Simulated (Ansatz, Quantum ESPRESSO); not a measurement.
# Lattice dynamics of CsH (Pm-3m) in two programs, part 4 of 4

How does CsH (Pm-3m) vibrate, and is this structure a minimum?

Quantum ESPRESSO 7.5; DFT LDA, scalar-relativistic, plane waves, PseudoDojo norm-conserving pseudopotentials.

So far. Step 12 (Modes along a direction of q (1 0 0)): The field moves one mode, from 416 to 710 cm⁻¹; the others stay. Step 14 (A changed mass): The top of the path falls from 723 to 511 cm⁻¹, a ratio of 0.71; a mode of that atom alone would give 0.71.

## Step 15: The same in Ansatz

A second program on the same cell, potentials, cutoff and meshes tests the implementation of the phonon response, not its convergence. Its field response is summed in its own way. Its k mesh is centred on Γ.

This step: DFT LDA, scalar-relativistic, plane waves, PseudoDojo norm-conserving pseudopotentials (Ansatz 0.2.0).

File input.yaml:

```yaml
crystal:
  lattice:
    - [3.6365548541, 0.0, 0.0]
    - [0.0, 3.6365548541, 0.0]
    - [0.0, 0.0, 3.6365548541]
  atoms:
    - { symbol: Cs, position: [0.0, 0.0, 0.0] }
    - { symbol: H, position: [0.5, 0.5, 0.5] }
kpoints:
  mp_grid: { grid: [6, 6, 6] }
hamiltonian:
  xc: lda
  pseudopotentials: { kind: nc, accuracy: standard }
scf:
  occupations: { method: fixed }
output:
  eigenvalues: true
basis:
  ecutwfc: 1006.821
phonons:
  method: dfpt
  dielectric: true
  rigid_motions: translations
  qmesh: [2, 2, 2]
  temperatures: { t_max: 1000, t_step: 50 }
  qpath:
    path:
      - [[0.0, 0.0, 0.0], [0.0, 0.5, 0.0], [0.5, 0.5, 0.0], [0.0, 0.0, 0.0], [0.5, 0.5, 0.5], [0.0, 0.5, 0.0]]
      - [[0.5, 0.5, 0.5], [0.5, 0.5, 0.0]]
    npoints: 12
```

Command:

```console
$ ansatz run input.yaml --threads 2 --pin off --max-ram 4096MiB --backend cpu --events-out ev --progress --plain --runs-dir out
```

What it wrote:

```text
Warning: basis.ecutwfc = 1006.821 eV is below the records' recommended 1006.821291 eV, and the density's cutoff is lower with it unless basis.ecutrho_ratio is high enough to keep the records' density cutoff: compare with a run at a higher cutoff
Engine: ansatz 0.2.0, aarch64-unknown-linux-gnu
Pseudopotentials: kind: nc
Pseudopotential: Cs, nc, valence charge 9, recommended cutoff 653.07327 eV (normal), Cs.nc.azcp (PseudoDojo's, or run here from an input of PseudoDojo's; its table is named by hamiltonian.pseudopotentials.accuracy)
Pseudopotential: H, nc, valence charge 1, recommended cutoff 1006.821291 eV (normal), H.nc.azcp (PseudoDojo's, or run here from an input of PseudoDojo's; its table is named by hamiltonian.pseudopotentials.accuracy)
Functional definition: SPW92
  exchange = slater_x
  correlation = pw_c
Crystal: 2 atoms, lattice volume = 48.092 Å³
Basis set: ecut = 1006.821 eV, 3431 PW (Γ), exchange–correlation on 80×80×80 points (8 copies of the dense FFT grid, shifted against one another)
Bands: 9, of which v1, the nominal top of the filled ones, is band 5 counted from 1 (4 counted from 0)
Symmetry: 48 space group operations
k-points: 40 of 216 (irreducible under 8 space group operations, time reversal used)
Non-local potential: Cs, projectors of the file, l = 0: 2, l = 1: 2, l = 2: 2, l = 3: 2
Non-local potential: H, projectors of the file, l = 0: 2, l = 1: 1
Initial density: superposition of atomic densities (chi_scale 0.1, normalization cell, long waves kept (reshape's long-wave potential 0.00 eV rms))
Initial wavefunctions: pseudopotential atomic-orbital guess
Functional: x = slater, c = lda
SCF iter   1: F=—  HF=-654.355796 eV  |F-HF|=—  |Δ(HF+E_count)|=         —  Δρ=3.92e-2  dr2=1.22e0  ethr=3.10e-3  ⟨swp⟩=5.4  Hψ=2435  notcnv=0  defer=69
preconditioner: auto → none  [insulator: Δε(μ)=3.588 eV  Ē_g=11.808 eV  n_scr=6 (ndim 8)  ℏωp=15.1 eV  f_vac=0.000  ε∞_Penn≈2.6]
SCF iter   2: F=—  HF=-653.877146 eV  |F-HF|=—  |Δ(HF+E_count)|=   4.79e-1  Δρ=5.05e-3  dr2=1.79e-2  ethr=3.10e-3  ⟨swp⟩=3.1  Hψ=898  notcnv=0  defer=78
SCF iter   3: F=—  HF=-653.874844 eV  |F-HF|=—  |Δ(HF+E_count)|=   2.30e-3  Δρ=2.57e-3  dr2=1.92e-3  ethr=1.79e-4  ⟨swp⟩=2.5  Hψ=832  notcnv=0  defer=79
SCF iter   4: F=—  HF=-653.875355 eV  |F-HF|=—  |Δ(HF+E_count)|=   5.12e-4  Δρ=3.90e-4  dr2=6.36e-5  ethr=1.92e-5  ⟨swp⟩=2.1  Hψ=472  notcnv=0  defer=79
SCF iter   5: F=—  HF=-653.875350 eV  |F-HF|=—  |Δ(HF+E_count)|=   4.85e-6  Δρ=5.30e-5  dr2=1.23e-6  ethr=6.36e-7  ⟨swp⟩=2.4  Hψ=576  notcnv=0  defer=79
SCF iter   6: F=—  HF=-653.875344 eV  |F-HF|=—  |Δ(HF+E_count)|=   6.45e-6  Δρ=4.97e-6  dr2=1.10e-8  ethr=1.23e-8  ⟨swp⟩=2.2  Hψ=574  notcnv=0  defer=76
SCF iter   7: F=—  HF=-653.875344 eV  |F-HF|=—  |Δ(HF+E_count)|=   2.18e-9  Δρ=7.79e-7  dr2=2.80e-10  ethr=1.10e-10  ⟨swp⟩=2.4  Hψ=592  notcnv=0  defer=76
SCF iter   8: F=-653.875344 eV  HF=-653.875344 eV  |F-HF|=0.00e0  |Δ(HF+E_count)|=  4.52e-11  Δρ=5.66e-8  dr2=9.47e-13  ethr=1.00e-12  ⟨swp⟩=14.5  Hψ=4390  notcnv=0
SCF 1 converged in 8 iterations: F = -653.875344 eV  dr2 = 9.47e-13
DFPT response loops at Γ: preconditioner auto → none (the input reference at scf.mixing.eps_inf says where Resta's filter doesn't serve); β = 0.50; Broyden in place of MSR1
── the response to a field inside a basis, on 6×6×6 k-points: an SCF that follows is theirs, and a resumed run solves both again ──
Bands: 6, of which v1, the nominal top of the filled ones, is band 5 counted from 1 (4 counted from 0)
k-points: 10 of 216
Initial density: handed on by an earlier stage of this run
Initial wavefunctions: pseudopotential atomic-orbital guess (no wavefunctions were taken with the density)
Eigensolver: Dense (10 Hₖ)
SCF iter   1: F=—  HF=-653.875048 eV  |F-HF|=—  |Δ(HF+E_count)|=         —  Δρ=4.32e-5  dr2=3.43e-7  ethr=1.00e-1
preconditioner: auto → none  [insulator: Δε(μ)=3.040 eV  Ē_g=10.268 eV  n_scr=6 (ndim 8)  ℏωp=15.1 eV  f_vac=0.000  ε∞_Penn≈3.2]
SCF iter   2: F=-653.875048 eV  HF=-653.875048 eV  |F-HF|=3.67e-8  |Δ(HF+E_count)|=   2.57e-8  Δρ=2.12e-5  dr2=3.07e-8  ethr=3.43e-9
SCF 1 converged in 2 iterations: F = -653.875048 eV  dr2 = 3.07e-8
DFPT response loops at Γ: mixed as the last ones told, above
WARN: field response: ε∞ stands inside a basis, on 6×6×6 points; the force constants stand on the 6×6×6 k-mesh, whose period is 11.11 times the interband length at k = (-0.5000, -0.5000, -0.5000), direct gap 2.420 eV, under 14: take them and everything formed from them as unconverged, and compare with a denser kpoints.mp_grid
NSCF: frozen V_eff on 20 k-points
NSCF: frozen V_eff on 128 k-points
DFPT response loops at q = (0, 0, -0.5) (fractional): preconditioner auto → Resta (q_TF=auto, 2.100 Å⁻¹)  ε∞=5.0 (no band partly filled); β = 1.00, the filter's whole step (`scf.mixing.beta` (0.50) is not read by the response loops at its default; to damp them type it under 1.00, their step now; it binds the ground state too); Broyden in place of MSR1
NSCF: frozen V_eff on 128 k-points
DFPT response loops at q = (0, -0.5, -0.5) (fractional): preconditioner auto → none (the input reference at scf.mixing.eps_inf says where Resta's filter doesn't serve); β = 0.50; Broyden in place of MSR1
NSCF: frozen V_eff on 80 k-points
DFPT response loops at q = (-0.5, -0.5, -0.5) (fractional): mixed as the last ones told, above
SCF converged after 8 iterations
Free energy (F): -653.875344 eV
Harris-Foulkes:  -653.875344 eV  (|F-HF|=0.00e0)
Internal energy: -653.875344 eV  (E = F + TS)
E sigma→0 (E₀):  -653.875344 eV
Fermi energy:    5.380832 eV
--- Per-component energies (eV) ---
  E_band       = -40.663046
  E_kinetic    = 155.308525
  E_local      = -280.023210  (includes V_loc(G=0)·N_el)
  E_nonlocal   = 89.896014
  E_hartree    = 66.842652
  E_xc         = -196.692479
  E_vxc        = -139.529676  (∫ρ·V_xc dr)
  E_ewald      = -489.206847
  E_smearing   = -0.000000  (= −TS)
  E_closure    = -0.000000  (closes the sum)
  Σ components = -653.875344   (vs F -653.875344, Δ=0.00e0)
--- Band table (eV; the first three rows and the last of 40) ---
  k-point 0: bands = ["-16.4486", "-2.1159", "-2.1159", "-2.1159", "3.2244", "8.5271", "8.5271", "13.6552", "15.7774"]
  k-point 1: bands = ["-16.3873", "-2.7878", "-2.0589", "-2.0589", "3.7451", "8.7125", "9.1872", "12.6986", "13.7617"]
  k-point 2: bands = ["-16.2595", "-3.8455", "-1.9411", "-1.9411", "4.7186", "8.8863", "9.1622", "12.2538", "12.2538"]
  k-point 39: bands = ["-15.7200", "-3.4791", "-3.4791", "-3.4791", "5.3808", "7.8011", "7.8011", "7.8011", "17.4230"]
--- Phonons (Γ-DFPT): 2 representative perturbations + reference, on 40 of 216 k-points (Σ response iterations 6) ---
  k mesh reduced under 8 symmetry operations, with k and −k counted as one. Each operation leaves every solved perturbation unchanged. A smaller set is not considered because the run solves the response to a homogeneous field
  ASR residual: 2.513e-5 → 0.000e0 eV/Å²; symmetrization residual: 1.169e-8 eV/Å²
  ASR residual per site (eV/Å²): 2.51e-5 9.21e-6
  Γ frequencies (cm⁻¹): 0.00 0.00 0.00 415.68 415.68 415.68
  ε∞ (high-frequency dielectric tensor):
        4.204096     0.000000     0.000000
        0.000000     4.204096    -0.000000
        0.000000    -0.000000     4.204096
  ε⁰ (static dielectric tensor: ions relaxed, cell fixed):
       12.192346     0.000000     0.000000
        0.000000    12.192346    -0.000000
        0.000000    -0.000000    12.192346
  ε⁰ − ε∞ (ionic part):
        7.988250     0.000000     0.000000
        0.000000     7.988250    -0.000000
        0.000000    -0.000000     7.988250
  softest optical mode at Γ: 415.68 cm⁻¹; the repairs (sum rule, projections) moved no ω² at Γ by more than (1.58 cm⁻¹)²
  Born effective charges Z* (e; rows j = field, columns β = displacement):
    site 0:
         1.16172    0.00000    0.00000
        -0.00000    1.16172   -0.00000
         0.00000    0.00000    1.16172
    site 1:
        -1.16172   -0.00000   -0.00000
         0.00000   -1.16172    0.00000
         0.00000    0.00000   -1.16172
  Z* charge neutrality: 7.588e-4 e pre-enforcement
  solved inside a basis spanned on kpoints, on 6×6×6 k-points, its susceptibility summed on 10×10×10: ε∞ is read to err by 1.6e-2, Z* by 9.9e-3 e (field_mesh: kpoints solves on kpoints); Z* is corrected for what the basis lacks
  optical modes at Γ without the LO–TO term, one row a degenerate level:
      ω (cm⁻¹)  modes    IR ((D/Å)²/amu)
        415.68      3            93.3697
  optical modes at Γ + LO–TO along q̂ = [1.0000, 0.0000, 0.0000]:
      ω (cm⁻¹)  modes    IR ((D/Å)²/amu)
        415.68      2            62.2465
        707.89      1            31.1232
  optical modes at Γ + LO–TO along q̂ = [0.0000, 1.0000, 0.0000]:
      ω (cm⁻¹)  modes    IR ((D/Å)²/amu)
        415.68      2            62.2465
        707.89      1            31.1232
  optical modes at Γ + LO–TO along q̂ = [0.0000, 0.0000, 1.0000]:
      ω (cm⁻¹)  modes    IR ((D/Å)²/amu)
        415.68      2            62.2465
        707.89      1            31.1232
--- Phonons (arbitrary-q DFPT): 4 irreducible q on the 2×2×2 mesh ---
  q = [0.0000, 0.0000, 0.0000] (star 1, of the zone-centre solve; hermiticity 3.68e-8, symmetrization 2.09e-15): 0.00 0.00 0.00 415.68 415.68 415.68
  q = [0.0000, 0.0000, -0.5000] (star 3, 4 solved perturbations in 208 linear systems a pass and spin channel, the states on 64 of 216 k-point pairs; hermiticity 8.45e-15, symmetrization 1.87e-14): 31.96 31.96 96.56 498.14 498.14 722.98
  q = [0.0000, -0.5000, -0.5000] (star 3, 4 solved perturbations in 208 linear systems a pass and spin channel, the states on 64 of 216 k-point pairs; hermiticity 6.98e-8, symmetrization 6.12e-15): 28.16 86.40 86.40 404.01 492.88 492.88
  q = [-0.5000, -0.5000, -0.5000] (star 1, 2 solved perturbations on 40 of 216 k-point pairs; hermiticity 3.01e-14, symmetrization 3.16e-13): 79.93 79.93 79.93 573.00 573.00 573.00
  sum rule: each row above includes the acoustic sum rule's correction from the zone centre's row sums; it moved no ω² by more than (1.58 cm⁻¹)²
  mesh force constants: q→R imaginary residual 1.73e-18; ASR residual 2.513e-5 → 0.000e0 eV/Å²; symmetrization residual 3.553e-15 eV/Å²
  interpolated dispersion: 75 rows × 6 modes
  density of states and harmonic sums: on the 18×18×18 q-mesh, interpolated from the force constants of a 2×2×2 supercell (with the dipole–dipole term)
  largest difference from the sums on the solved wave vectors: F 6.50e-2 eV, S 9.79e-5 and C_V 3.17e-5 eV/K
  zero-point energy: 0.109684 eV/cell   skipped modes (ω ≤ 0): 3   left out of the sums: 8.57e-5 of the cell's modes: C_V's classical limit lies that fraction below 3 k_B per atom; for a crystal, a wire or a layer, F and S can be off by more, and a phonons.interpolated_qmesh denser along its periods is the remedy for the sampling
```

Wall time 44 s (2 threads of Arm Neoverse V2, shared host); peak memory 0.54 GiB; 86 s of CPU time.

Read from the output:

| Quantity | Value |
| --- | --- |
| sum-rule residual before enforcement | 2.51e-5 eV/Å² |
| miss of the charge sum rule | 7.59e-4 e |
| estimated error of the dielectric tensor | 0.01626 |
| estimated error of the Born charges | 0.009905 e |
| mean frequency | 294.9 cm⁻¹ |
| Debye temperature (second moment) | 706 K |
| logarithmic mean frequency | 172.9 cm⁻¹ |
| mean high-frequency dielectric constant | 4.204 |
| largest Born charge in size (third of the trace) | 1.162 e |
| mean static dielectric constant | 12.19 |
| highest mode moved by the LO-TO term | 707.9 cm⁻¹ |
| lowest mode on the q mesh (acoustic ones at the zone centre apart) | 28.16 cm⁻¹ |
| zero-point energy per atom | 54.84 meV |
| heat capacity at 300 K | 19.88 J/(mol atoms K) |

Transverse modes. Lines of the infrared spectrum (strongest = 100):

```csv
position (cm⁻¹),label,"IR intensity ((D/Å)²/amu), degenerate modes summed, relative"
416,T1u,100
```

The log warns that the force constants on this k mesh are to be taken as unconverged.

## Step 16: Side by side: QE PseudoDojo and Ansatz, PseudoDojo

Worked out from the results:

```yaml
root_mean_square_difference: 0.01 cm⁻¹
largest_difference: 0.02 cm⁻¹
root_mean_square_difference_on_the_path: 0.4 cm⁻¹
largest_difference_on_the_path: 2.1 cm⁻¹
```

The two runs side by side. Further quantities:

```csv
quantity,QE PseudoDojo,"Ansatz, PseudoDojo"
mean ε∞,4.252,4.204
"largest Born charge in size (e; the first before, the second after the charge sum rule)",1.176,1.162
```

The interpolated bands of the two lie on top of each other.

At the solved wavevectors the largest difference (acoustic modes at Γ apart) is 0.003 % of the highest mode.

## Step 17: Outcome

| Property | Result |
| --- | --- |
| space group after relaxation | Pm-3m |
| volume per atom | 24.0 Å³ |
| gap on the k-mesh | 2.42 eV |
| highest optical zone-centre mode (no LO-TO term) | 415.6 cm⁻¹ |
| highest mode moved by the LO-TO term | 710.0 cm⁻¹ |
| mean high-frequency dielectric constant | 4.25 |
| largest Born charge in size (third of the trace) | 1.18 e |
| mean static dielectric constant | 12.4 |
| q mesh | 2×2×2 |
| lowest mode on the q mesh (acoustic ones at the zone centre apart) | 28.1 cm⁻¹ |
| zero-point energy per atom | 55.0 meV |
| heat capacity at 300 K | 19.9 J/(mol atoms K) |
| vibrational entropy at 300 K | 32.5 J/(mol atoms K) |
| imaginary modes on the q mesh | none |
| largest difference from Ansatz, PseudoDojo | 0.02 cm⁻¹ |

What this shows: CsH (Pm-3m) is dynamically stable on the 2×2×2 mesh; its spectrum reaches 723 cm⁻¹. At the LDA level the optical modes of CsH (Pm-3m) at the zone centre (no LO-TO term) lie at 416 cm⁻¹. Along the directions run, the highest mode that the macroscopic field moves lies at 710 cm⁻¹. Lattice motion raises the mean dielectric constant from 4.252 to 12.40. The Lyddane-Sachs-Teller relation holds: (ωLO/ωTO)² is 2.92 and ε₀/ε∞ is 2.92. QE PseudoDojo and Ansatz, PseudoDojo agree to 0.02 cm⁻¹ (0.003 % of the highest mode compared) on all solved modes but the acoustic ones at Γ, without the LO-TO term. The highest LO mode, which hangs on the field response, is 710 against 708 cm⁻¹. These are harmonic frequencies at zero temperature: anharmonic shifts and linewidths and thermal expansion are left out. Spin-orbit coupling is left out, which can matter for the heavy elements here. Ansatz's log warns that force constants on this k mesh are to be taken as unconverged, an error that the frequencies of both programs share. The q mesh stands for a supercell only 7.3 Å across, so branches between the solved wavevectors are rough. The structure comes from a database and need not be the phase that is stable at ambient conditions.

[Host names and launcher messages were left out of these logs when they were recorded.]

[Logs are printed without paths, hosts, clocks, repeated set-up lines and the standing remarks that a program may print on its own settings, such as how far it seeks lower states.]

[Hosts, paths, dates, database ids (printed as entryN), source tags and the programs' standing remarks are cut or masked in the printed files.]
